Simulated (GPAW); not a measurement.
# C K-edge XANES of rock-salt (TiC)₁₋ₓ(ZrC)ₓ at x = 0.125, part 2 of 3

What does the C K edge look like in rock-salt (TiC)₁₋ₓ(ZrC)ₓ at x = 0.125?

GPAW 26.7.0; X-ray absorption from dipole matrix elements to empty bands, plane-wave PAW PBE.

So far. Step 3 (The field without a hole): The mesh shows no gap, so the system is treated as a metal and the core electron is put at the Fermi level (neutral cell).

## (5) Spectrum with XCH, C atom 2

The holes are 6.2 Å apart. In GPAW the data set carries the hole's charge, so charge=0 means a charged cell and charge=-1 a neutral one. The excited electron is kept in the cell, where it fills the lowest empty states and screens the hole. After the field has converged, empty bands are computed with the density fixed and the dipole matrix elements are summed.

The absorber has 1 Ti at 2.14 Å, 4 Ti at 2.19 Å and 1 Zr at 2.24 Å (distorted octahedral).

xas.py reads:

```python
import numpy as np
from ase import Atoms
from ase.parallel import parprint, paropen
from gpaw import GPAW, PW, FermiDirac, Mixer, MixerDif, setup_paths
from gpaw.test import gen
setup_paths.insert(0, '.')
gen('C', name='fch1s', xcname='PBE', corehole=(1, 0, 1), write_xml=True)
from gpaw.mpi import world
world.barrier()

atoms = Atoms('TiCTiCTiCTiCTiCTiCZrCTiC',
    cell=[[0, 4.3745, 4.3745],
     [4.3745, 0, 4.3745],
     [4.3745, 4.3745, 0]],
    scaled_positions=[[0.0004296, 0.9995581, 0.9997077],
     [0.7561819, 0.2440955, 0.2554868],
     [0.0003048, 0.9998752, 0.4998086],
     [0.7558214, 0.2441124, 0.7442947],
     [0.0003094, 0.4998055, 0.0000934],
     [0.7500963, 0.7499377, 0.2498293],
     [0.0003891, 0.4997957, 0.499786],
     [0.7559303, 0.7556591, 0.7440644],
     [0.499978, 0.9999812, 0.000082],
     [0.2444983, 0.2442921, 0.2556287],
     [0.5004975, 0.9997448, 0.4998861],
     [0.2499497, 0.2499159, 0.7500383],
     [0.5002718, 0.4997151, 0.0000368],
     [0.2445333, 0.7555559, 0.2554108],
     [0.5001455, 0.4998288, 0.5000442],
     [0.24463, 0.7554375, 0.7443514]],
    pbc=True)
atoms.calc = calc = GPAW(legacy_gpaw=True, mode=PW(500, force_complex_dtype=True), xc='PBE', setups={1: 'fch1s'},
    kpts={'size': (4, 4, 4), 'gamma': True}, occupations=FermiDirac(0.1),
    charge=-1, mixer=Mixer(0.1, 5, 50), maxiter=150,
    convergence={'density': 0.0001, 'eigenstates': 1e-6}, txt='scf.txt')
energy = atoms.get_potential_energy() + calc.get_reference_energy()
ef = calc.get_fermi_level()
out = dict(energy=energy, fermi=ef, forces=atoms.get_forces().tolist())
parprint(f'all-electron energy {energy:.4f} eV, Fermi level {ef:.4f} eV')
ev = np.array([[calc.get_eigenvalues(k, s) for k in range(len(calc.get_ibz_k_points()))] for s in range(calc.get_number_of_spins())])
out['homo'], out['lumo'], out['counts'] = ev[ev < ef].max(), ev[ev > ef].min(), sorted(set((ev < ef).sum((0, 2)).tolist()))
out['filled'] = (ev[:, 0] < ef).sum(1).tolist()

from ase.units import Ha
from gpaw.xas import dipole_matrix_elements
nb = int(calc.get_number_of_electrons() / 2) + 128
top, nb = nb, nb + 8 + nb // 12
nscf = calc.fixed_density(kpts={'size': (6, 6, 6), 'gamma': True}, nbands=nb,
    convergence={'bands': top, 'eigenstates': 5e-3}, maxiter=60, txt='nscf.txt')
cell = atoms.cell.array
ops = [cell.T @ U.T @ np.linalg.inv(cell.T) for U in nscf.wfs.kd.symmetry.op_scc]
E = np.arange(-6, 30, 0.1)
fwhm = np.interp(E, [4, 25], [0.9, 3.5])
Y, X, zero, highest = 0, 0, 1e9, 1e9
for spin in range(nscf.get_number_of_spins()):
    wfs = nscf.wfs
    mine = wfs.bd.get_slice()  # this rank's bands
    A = dipole_matrix_elements(wfs.setups[1])
    eps = np.zeros((wfs.kd.nibzkpts, nb))
    d = np.zeros((3, A.shape[1], wfs.kd.nibzkpts, nb), complex)
    for kpt in wfs.kpt_u:
        if kpt.s == spin and 1 in kpt.P_ani:
            eps[kpt.k, mine] = kpt.eps_n * Ha
            d[:, :, kpt.k, mine] = (kpt.weight * wfs.nspins / 2) ** 0.5 * np.inner(A, kpt.P_ani[1])
    world.sum(eps)
    world.sum(d)
    T = np.einsum('amkn,bmkn->abkn', d, d.conj()).real
    T = sum(np.einsum('ai,ijkn,bj->abkn', R, T, R) for R in ops) / len(ops)
    empty = eps > ef
    zero, highest = min(zero, eps[empty].min()), min(highest, eps[:, top - 1].min())
    lines = [(eps, T, empty)] if spin == 0 else lines + [(eps, T, empty)]
for eps, T, empty in lines:
    f = np.einsum('aakn->akn', T).reshape(3, -1)
    x = eps.ravel() - zero
    w = np.interp(x, E, fwhm) / 2.35482
    g = np.exp(-0.5 * ((E[:, None] - x) / w) ** 2) / (w * (2 * np.pi) ** 0.5)
    Y = Y + (f * empty.ravel()) @ g.T
    X = X + (f * ~empty.ravel()) @ g.T
out.update(E=E.round(2).tolist(), xas=Y.tolist(), xes=X.tolist(), zero=zero, valid=highest - zero, nk=len(eps), nb=nb)
for i in range(0, len(E), 10):
    parprint(f'{E[i]:7.2f}', *(f'{v:10.3e}' for v in Y[:, i]))
import json
with paropen('out.json', 'w') as f:
    json.dump(out, f)
```

On the command line:

```console
$ OMP_NUM_THREADS=1 mpirun -n 4 gpaw python xas.py
```

Numbers of over 12 decimals in the logs are rounded to 6 here.

The log of the run:

```text
Input parameters:
  charge: -1
  convergence: {density: 0.0001,
                eigenstates: 1e-06}
  kpts: {gamma: True,
         size: (4, 4, 4)}
  maxiter: 150
  mixer: {backend: pulay,
          beta: 0.1,
          method: separate,
          nmaxold: 5,
          weight: 50}
  mode: {ecut: 500.0,
         force_complex_dtype: True,
         name: pw}
  occupations: {fixmagmom: False,
                name: fermi-dirac,
                width: 0.1}
  setups: {1: fch1s}
  xc: PBE

Initialize ...

[... PAW data sets ...]

Reference energy: -268378.324249  # eV

Spin-paired calculation

[... convergence settings ...]
Symmetries present (total): 1
  [... symmetry matrices ...]

64 k-points: 4 x 4 x 4 Monkhorst-Pack grid + [1/8,1/8,1/8]
36 k-points in the irreducible part of the Brillouin zone
       k-points in crystal coordinates                weights
   0:     0.00000000    0.00000000    0.00000000          1/64
   1:     0.00000000    0.00000000    0.25000000          2/64
   2:     0.00000000    0.00000000    0.50000000          1/64
   3:     0.00000000    0.25000000   -0.25000000          2/64
   4:     0.00000000    0.25000000    0.00000000          2/64
   5:     0.00000000    0.25000000    0.25000000          2/64
   6:     0.00000000    0.25000000    0.50000000          2/64
   7:     0.00000000    0.50000000    0.00000000          1/64
   8:     0.00000000    0.50000000    0.25000000          2/64
   9:     0.00000000    0.50000000    0.50000000          1/64
          ...
  35:     0.50000000    0.50000000    0.50000000          1/64

Wave functions: Plane wave expansion
  Cutoff energy: 500.000 eV
  Number of coefficients (min, max): 4236, 4279
  Pulay-stress correction: 0.000000 eV/Ang^3 (de/decut=0.000000)
  Using FFTW library
  Wavefunction extrapolation:
    Improved wavefunction reuse through dual PAW basis

Occupation numbers: Fermi-Dirac:
  width: 0.1000  # eV

Eigensolver
   Davidson(niter=2)

Densities:
  Coarse grid: 32*32*32 grid
  Fine grid: 64*64*64 grid
  Total Charge: 0.000000

Density mixing:
  Method: separate
  Backend: pulay
  Linear mixing parameter: 0.1
  old densities: 5
  Width of damping distribution: 1.1
  Damping of long wavelength oscillations: 50

[... Hamiltonian set-up ...]
Number of atoms: 16
Number of atomic orbitals: 136
Number of bands in calculation: 82
Number of valence electrons: 129
Bands to converge: occupied

... initialized

Initializing position-dependent things.

Density initialized from atomic densities
Creating initial wave functions:
  82 bands from LCAO basis set

                      C

               C    Ti
              TiC
          C    Ti   C     Ti

        Zr    C    Ti
               C
        C     Ti
       Ti

Atomic positions and initial magnetic moments

Positions:
   0 Ti     8.745788    4.375101    4.374446    ( 0.0000,  0.0000,  0.0000)
   1 C      2.185423    4.425545    4.375713    ( 0.0000,  0.0000,  0.0000)
   2 Ti     6.560367    2.187746    4.375287    ( 0.0000,  0.0000,  0.0000)
   3 C      4.323787    6.562258    4.374210    ( 0.0000,  0.0000,  0.0000)
   4 Ti     2.186808    0.001762    2.187753    ( 0.0000,  0.0000,  0.0000)
   5 C      4.373481    4.374175    6.561899    ( 0.0000,  0.0000,  0.0000)
   6 Ti     4.372670    2.188016    2.188058    ( 0.0000,  0.0000,  0.0000)
[...]
13 C      4.422474    2.187005    4.374890    ( 0.0000,  0.0000,  0.0000)
  14 Ti     4.373944    4.375330    4.374388    ( 0.0000,  0.0000,  0.0000)
  15 C      6.560827    4.326299    4.374795    ( 0.0000,  0.0000,  0.0000)

Unit cell:
           periodic     x           y           z      points  spacing
  1. axis:    yes    0.000000    4.374500    4.374500    32     0.1579
  2. axis:    yes    4.374500    0.000000    4.374500    32     0.1579
  3. axis:    yes    4.374500    4.374500    0.000000    32     0.1579

  Lengths:   6.186477   6.186477   6.186477
  Angles:   60.000000  60.000000  60.000000

Effective grid spacing dv^(1/3) = 0.1722

iter:   1  -184.362550
iter:   2  -167.947861   -0.32  -0.89
iter:   3  -156.058346   +0.49  -1.02
iter:   4  -156.659064   -0.51  -1.52
iter:   5  -156.939805   -1.41  -1.50
iter:   6  -157.111170   -0.88  -1.50
iter:   7  -157.266765   -1.55  -1.81
iter:   8  -156.781894   -0.84  -1.77
iter:   9  -156.867096   -1.29  -2.32
iter:  10  -156.746710   -1.84  -2.18
iter:  11  -156.744899   -2.41  -2.45
iter:  12  -156.730053c  -2.68  -2.53
iter:  13  -156.730284c  -3.71  -2.93
iter:  14  -156.730321c  -3.10  -2.89
iter:  15  -156.729065c  -4.19  -3.09
iter:  16  -156.729440c  -4.09  -3.30
iter:  17  -156.729138c  -5.01  -3.32
iter:  18  -156.729115c  -5.01  -3.78
iter:  19  -156.729129c  -5.83  -4.20c
iter:  20  -156.729139c  -6.39c -4.34c

Converged after 20 iterations.

Dipole moment: (0.071764, -0.171434, -0.071059) |e|*Ang

Energy contributions relative to reference atoms: (reference = -268378.324249)

Kinetic:       +144.800183
Potential:     -159.788914
External:        +0.000000
XC:            -142.379514
Entropy (-ST):   -0.113306
Local:           +0.695760
SIC:             +0.000000
--------------------------
Free energy:   -156.785792
Extrapolated:  -156.729139

Showing only first 2 kpts
 Kpt  Band  Eigenvalues  Occupancy
  0    62     10.44076    1.43929
  0    63     10.44096    1.43848
  0    64     10.98744    0.02146
  0    65     10.98754    0.02144

  1    62      9.92895    1.99535
  1    63      9.94552    1.99451
  1    64     10.36299    1.69638
[...]
Fermi level: 10.53503

No gap
No difference between direct/indirect transitions

Forces in eV/Ang:
  0 Ti   -0.09445   -0.00052    0.00826
  1 C     0.01182   -0.14425   -0.01193
  2 Ti    0.00631   -0.06985   -0.01403
  3 C     0.02499    0.00307    0.00716
  4 Ti   -0.00891   -0.01996    0.11131
  5 C     0.00029    0.00368   -0.00162
  6 Ti    0.01999    0.00081   -0.01184
[...]
13 C    -0.02084    0.01980   -0.00160
 14 Ti    0.11818    0.00753    0.00451
 15 C    -0.00762    0.02047    0.00270
Scalar-relativistic atomic PBE calculation for C (Carbon, Z=6)
Core hole in 1s state (1s occupation: 1.0)
300 radial gridpoints.
|------------------------------------------------|
|------------------------------------------------|
[... the atom generator's iteration count ...]

Energy contributions:
-------------------------
Kinetic:      +26.485384
XC:            -3.485579
Potential:    -49.578981
-------------------------
Total:        -26.579177

state      eigenvalue         ekin         rmax
-----------------------------------------------
1s^1.0 :   -12.360196    17.354082        0.168
2s^2.0 :    -1.099219     2.380344        1.061
2p^2.0 :    -0.784094     2.185307        0.924
-----------------------------------------------
(units: Bohr and Hartree)

Generating PAW setup
Kinetic energy of the core from tauc = 17.362309
Cutoffs:
rc(s)=1.200
rc(p)=1.200
rc(d)=1.200
rc(vbar)=1.080
rc(comp)=1.200
rc(nct)=1.200

Kinetic energy of the core states: 17.354082
Charge: 1.0
Core electrons: 1.0
Valence electrons: 4.0
Pseudo-core charge: 0.009353
Shape function alpha=6.944
Pseudo-electron charge 3.959458
state    eigenvalue         norm
--------------------------------
2s(2) :    -1.099219     1.082315
*s    :    -0.099219
2p(2) :    -0.784094     0.892738
*p    :     0.215906
*d    :     0.000000
--------------------------------

Diagonalizing with gridspacing h=0.050

state   all-electron     PAW
-------------------------------
2s:      -1.099219    -1.100079
2p:      -0.784094    -0.785584
*d:                   -0.070724
*f:                   -0.014625
-------------------------------
all-electron energy -268535.0534 eV, Fermi level 10.5350 eV
[...]
27.00  1.445e-04  1.517e-04  1.442e-04
  28.00  1.879e-04  1.939e-04  1.874e-04
  29.00  2.197e-04  2.146e-04  2.190e-04
```

Run time: 8.3 min. Hardware: 4 MPI ranks of Arm Neoverse V2, shared host; peak memory 1.1 GiB; 33 min of CPU time.

The C K spectrum, C atom 2, excited-electron core hole (neutral cell) (energy from the lowest empty level; intensity scaled to a mean of 1 over the first 20 eV):

| E (eV) | isotropic | ε ∥ x | ε ∥ y |
| --- | --- | --- | --- |
| -2.0 | 0.00 | 0.00 | 0.00 |
| -1.5 | 0.00 | 0.00 | 0.00 |
| -1.0 | 0.00 | 0.00 | 0.01 |
| -0.5 | 0.07 | 0.06 | 0.10 |
| 0.0 | 0.36 | 0.33 | 0.43 |
| 0.5 | 0.69 | 0.64 | 0.78 |
| 1.0 | 0.82 | 0.75 | 0.97 |
| 1.5 | 1.01 | 0.84 | 1.34 |
| 2.0 | 1.34 | 1.09 | 1.83 |
| 2.5 | 1.70 | 1.60 | 1.91 |
| 3.0 | 2.09 | 2.33 | 1.64 |
| 3.5 | 1.79 | 2.13 | 1.12 |
| 4.0 | 1.62 | 1.99 | 0.89 |
| 4.5 | 1.46 | 1.84 | 0.69 |
| 5.0 | 1.08 | 1.25 | 0.72 |
| 5.5 | 1.08 | 1.15 | 0.93 |
| 6.0 | 1.12 | 1.33 | 0.71 |
| 6.5 | 0.92 | 1.24 | 0.29 |
| 7.0 | 0.59 | 0.79 | 0.19 |
| 7.5 | 0.37 | 0.31 | 0.48 |
| 8.0 | 0.42 | 0.12 | 1.01 |
| 8.5 | 0.57 | 0.13 | 1.44 |
| 9.0 | 0.68 | 0.22 | 1.58 |
| 9.5 | 0.75 | 0.40 | 1.46 |
| 10.0 | 0.82 | 0.64 | 1.18 |
| 10.5 | 0.88 | 0.86 | 0.93 |
| 11.0 | 0.95 | 1.01 | 0.83 |
| 11.5 | 1.05 | 1.13 | 0.90 |
| 12.0 | 1.24 | 1.32 | 1.10 |
| 12.5 | 1.51 | 1.59 | 1.33 |
| 13.0 | 1.72 | 1.84 | 1.49 |
| 13.5 | 1.77 | 1.91 | 1.49 |
| 14.0 | 1.62 | 1.75 | 1.37 |
| 14.5 | 1.37 | 1.46 | 1.21 |
| 15.0 | 1.12 | 1.13 | 1.09 |
| 15.5 | 0.90 | 0.85 | 1.02 |
| 16.0 | 0.74 | 0.64 | 0.93 |
| 16.5 | 0.62 | 0.52 | 0.82 |
| 17.0 | 0.54 | 0.47 | 0.68 |
| 17.5 | 0.51 | 0.48 | 0.57 |
| 18.0 | 0.51 | 0.51 | 0.48 |
| 18.5 | 0.50 | 0.54 | 0.44 |
| 19.0 | 0.50 | 0.54 | 0.41 |
| 19.5 | 0.48 | 0.51 | 0.40 |
| 20.0 | 0.45 | 0.47 | 0.40 |
| 20.5 | 0.42 | 0.43 | 0.40 |
| 21.0 | 0.39 | 0.39 | 0.39 |
| 21.5 | 0.36 | 0.36 | 0.37 |
| 22.0 | 0.33 | 0.33 | 0.34 |
| 22.5 | 0.31 | 0.31 | 0.31 |
| 23.0 | 0.29 | 0.29 | 0.28 |
| 23.5 | 0.28 | 0.28 | 0.26 |
| 24.0 | 0.28 | 0.28 | 0.26 |
| 24.5 | 0.29 | 0.30 | 0.27 |
| 25.0 | 0.31 | 0.32 | 0.30 |
| 25.5 | 0.36 | 0.37 | 0.36 |
| 26.0 | 0.44 | 0.44 | 0.44 |
| 26.5 | 0.53 | 0.52 | 0.54 |
| 27.0 | 0.63 | 0.62 | 0.65 |
| 27.5 | 0.72 | 0.71 | 0.75 |
| 28.0 | 0.81 | 0.80 | 0.83 |
| 28.5 | 0.88 | 0.88 | 0.88 |
| 29.0 | 0.93 | 0.94 | 0.92 |
| 29.5 | 0.96 | 0.98 | 0.94 |

Main maxima below 24 eV (height): 3.1 eV (2.09), 5.9 eV (1.13) and 13.4 eV (1.77). A K edge sees empty p states; the first features are C p mixed into the empty d states of the Ti and Zr neighbours, and the broad ones above probably into the cations' higher empty bands.

The total-energy difference is 287.95 eV. One term is added: -6.71 eV, since the hole is spin-paired here and a spin-polarised one costs that much less in the free atom (computed apart). The photon energy is then 281.24 eV. The functional leaves an error of a few eV in such absolute values.

## (6) Reference energy of the cell

The absorbing element, whose data set is made anew, changes for the next run, so it gets a reference energy of its own.

scf.py reads:

```python
import numpy as np
from ase import Atoms
from ase.parallel import parprint, paropen
from gpaw import GPAW, PW, FermiDirac, Mixer, MixerDif, setup_paths
from gpaw.test import gen
setup_paths.insert(0, '.')
gen('Ti', name='nch1s', xcname='PBE', corehole=(1, 0, 0), write_xml=True)
from gpaw.mpi import world
world.barrier()

atoms = Atoms('TiCTiCTiCTiCTiCTiCZrCTiC',
    cell=[[0, 4.3745, 4.3745],
     [4.3745, 0, 4.3745],
     [4.3745, 4.3745, 0]],
    scaled_positions=[[0.0004296, 0.9995581, 0.9997077],
     [0.7561819, 0.2440955, 0.2554868],
     [0.0003048, 0.9998752, 0.4998086],
     [0.7558214, 0.2441124, 0.7442947],
     [0.0003094, 0.4998055, 0.0000934],
     [0.7500963, 0.7499377, 0.2498293],
     [0.0003891, 0.4997957, 0.499786],
     [0.7559303, 0.7556591, 0.7440644],
     [0.499978, 0.9999812, 0.000082],
     [0.2444983, 0.2442921, 0.2556287],
     [0.5004975, 0.9997448, 0.4998861],
     [0.2499497, 0.2499159, 0.7500383],
     [0.5002718, 0.4997151, 0.0000368],
     [0.2445333, 0.7555559, 0.2554108],
     [0.5001455, 0.4998288, 0.5000442],
     [0.24463, 0.7554375, 0.7443514]],
    pbc=True)
atoms.calc = calc = GPAW(legacy_gpaw=True, mode=PW(500, force_complex_dtype=True), xc='PBE', setups={0: 'nch1s'},
    kpts={'size': (4, 4, 4), 'gamma': True}, occupations=FermiDirac(0.1),
    charge=0, mixer=Mixer(0.1, 5, 50), maxiter=150,
    convergence={'density': 0.0001, 'eigenstates': 1e-6}, txt='scf.txt')
energy = atoms.get_potential_energy() + calc.get_reference_energy()
ef = calc.get_fermi_level()
out = dict(energy=energy, fermi=ef, forces=atoms.get_forces().tolist())
parprint(f'all-electron energy {energy:.4f} eV, Fermi level {ef:.4f} eV')
ev = np.array([[calc.get_eigenvalues(k, s) for k in range(len(calc.get_ibz_k_points()))] for s in range(calc.get_number_of_spins())])
out['homo'], out['lumo'], out['counts'] = ev[ev < ef].max(), ev[ev > ef].min(), sorted(set((ev < ef).sum((0, 2)).tolist()))
out['filled'] = (ev[:, 0] < ef).sum(1).tolist()
import json
with paropen('out.json', 'w') as f:
    json.dump(out, f)
```

On the command line:

```console
$ OMP_NUM_THREADS=1 mpirun -n 4 gpaw python scf.py
```

The log of the run:

```text
Input parameters:
  convergence: {density: 0.0001,
                eigenstates: 1e-06}
  kpts: {gamma: True,
         size: (4, 4, 4)}
  maxiter: 150
  mixer: {backend: pulay,
          beta: 0.1,
          method: separate,
          nmaxold: 5,
          weight: 50}
  mode: {ecut: 500.0,
         force_complex_dtype: True,
         name: pw}
  occupations: {fixmagmom: False,
                name: fermi-dirac,
[...]
4s(2) :    -0.164137     0.992018
3p(6) :    -1.428160     0.433832
4p(0) :    -0.053893     0.982293
3d(2) :    -0.156485     0.588344
*d    :     0.843515
--------------------------------

Diagonalizing with gridspacing h=0.050

state   all-electron     PAW
-------------------------------
3s:      -2.301366    -2.301666
3p:      -1.428160    -1.428851
3d:      -0.156485    -0.156983
*f:                    0.063889
-------------------------------
all-electron energy -268822.9990 eV, Fermi level 10.2584 eV
[key lines of the parts left out:]
Converged after 20 iterations.
Dipole moment: (0.105891, -0.162508, -0.070656) |e|*Ang
Free energy:   -140.341793
Fermi level: 10.25836
```

Run time: 1.7 min. Hardware: 4 MPI ranks; peak memory 0.4 GiB.

Reference energy: -268822.999 eV with the cores included.

(Part 2 of 3 ends here.)

[Banner, clock and machine lines of the logs are left out without a mark of their own.]

[Logs are printed without paths, hosts, clocks, repeated set-up lines and the standing remarks that a program may print on its own settings, such as how far it seeks lower states.]

[Hosts, paths, dates, database ids (printed as entryN), source tags and the programs' standing remarks are cut or masked in the printed files.]

[Lists of maxima count a maximum above −3 eV only where it reaches 4 % of the highest in the window and stands out from its surroundings by 2 % of it (1.5 % where it reaches 55 %); shoulders and weaker maxima are passed over, and of the rest the first, up to two pre-edge ones and the few strongest are named.]
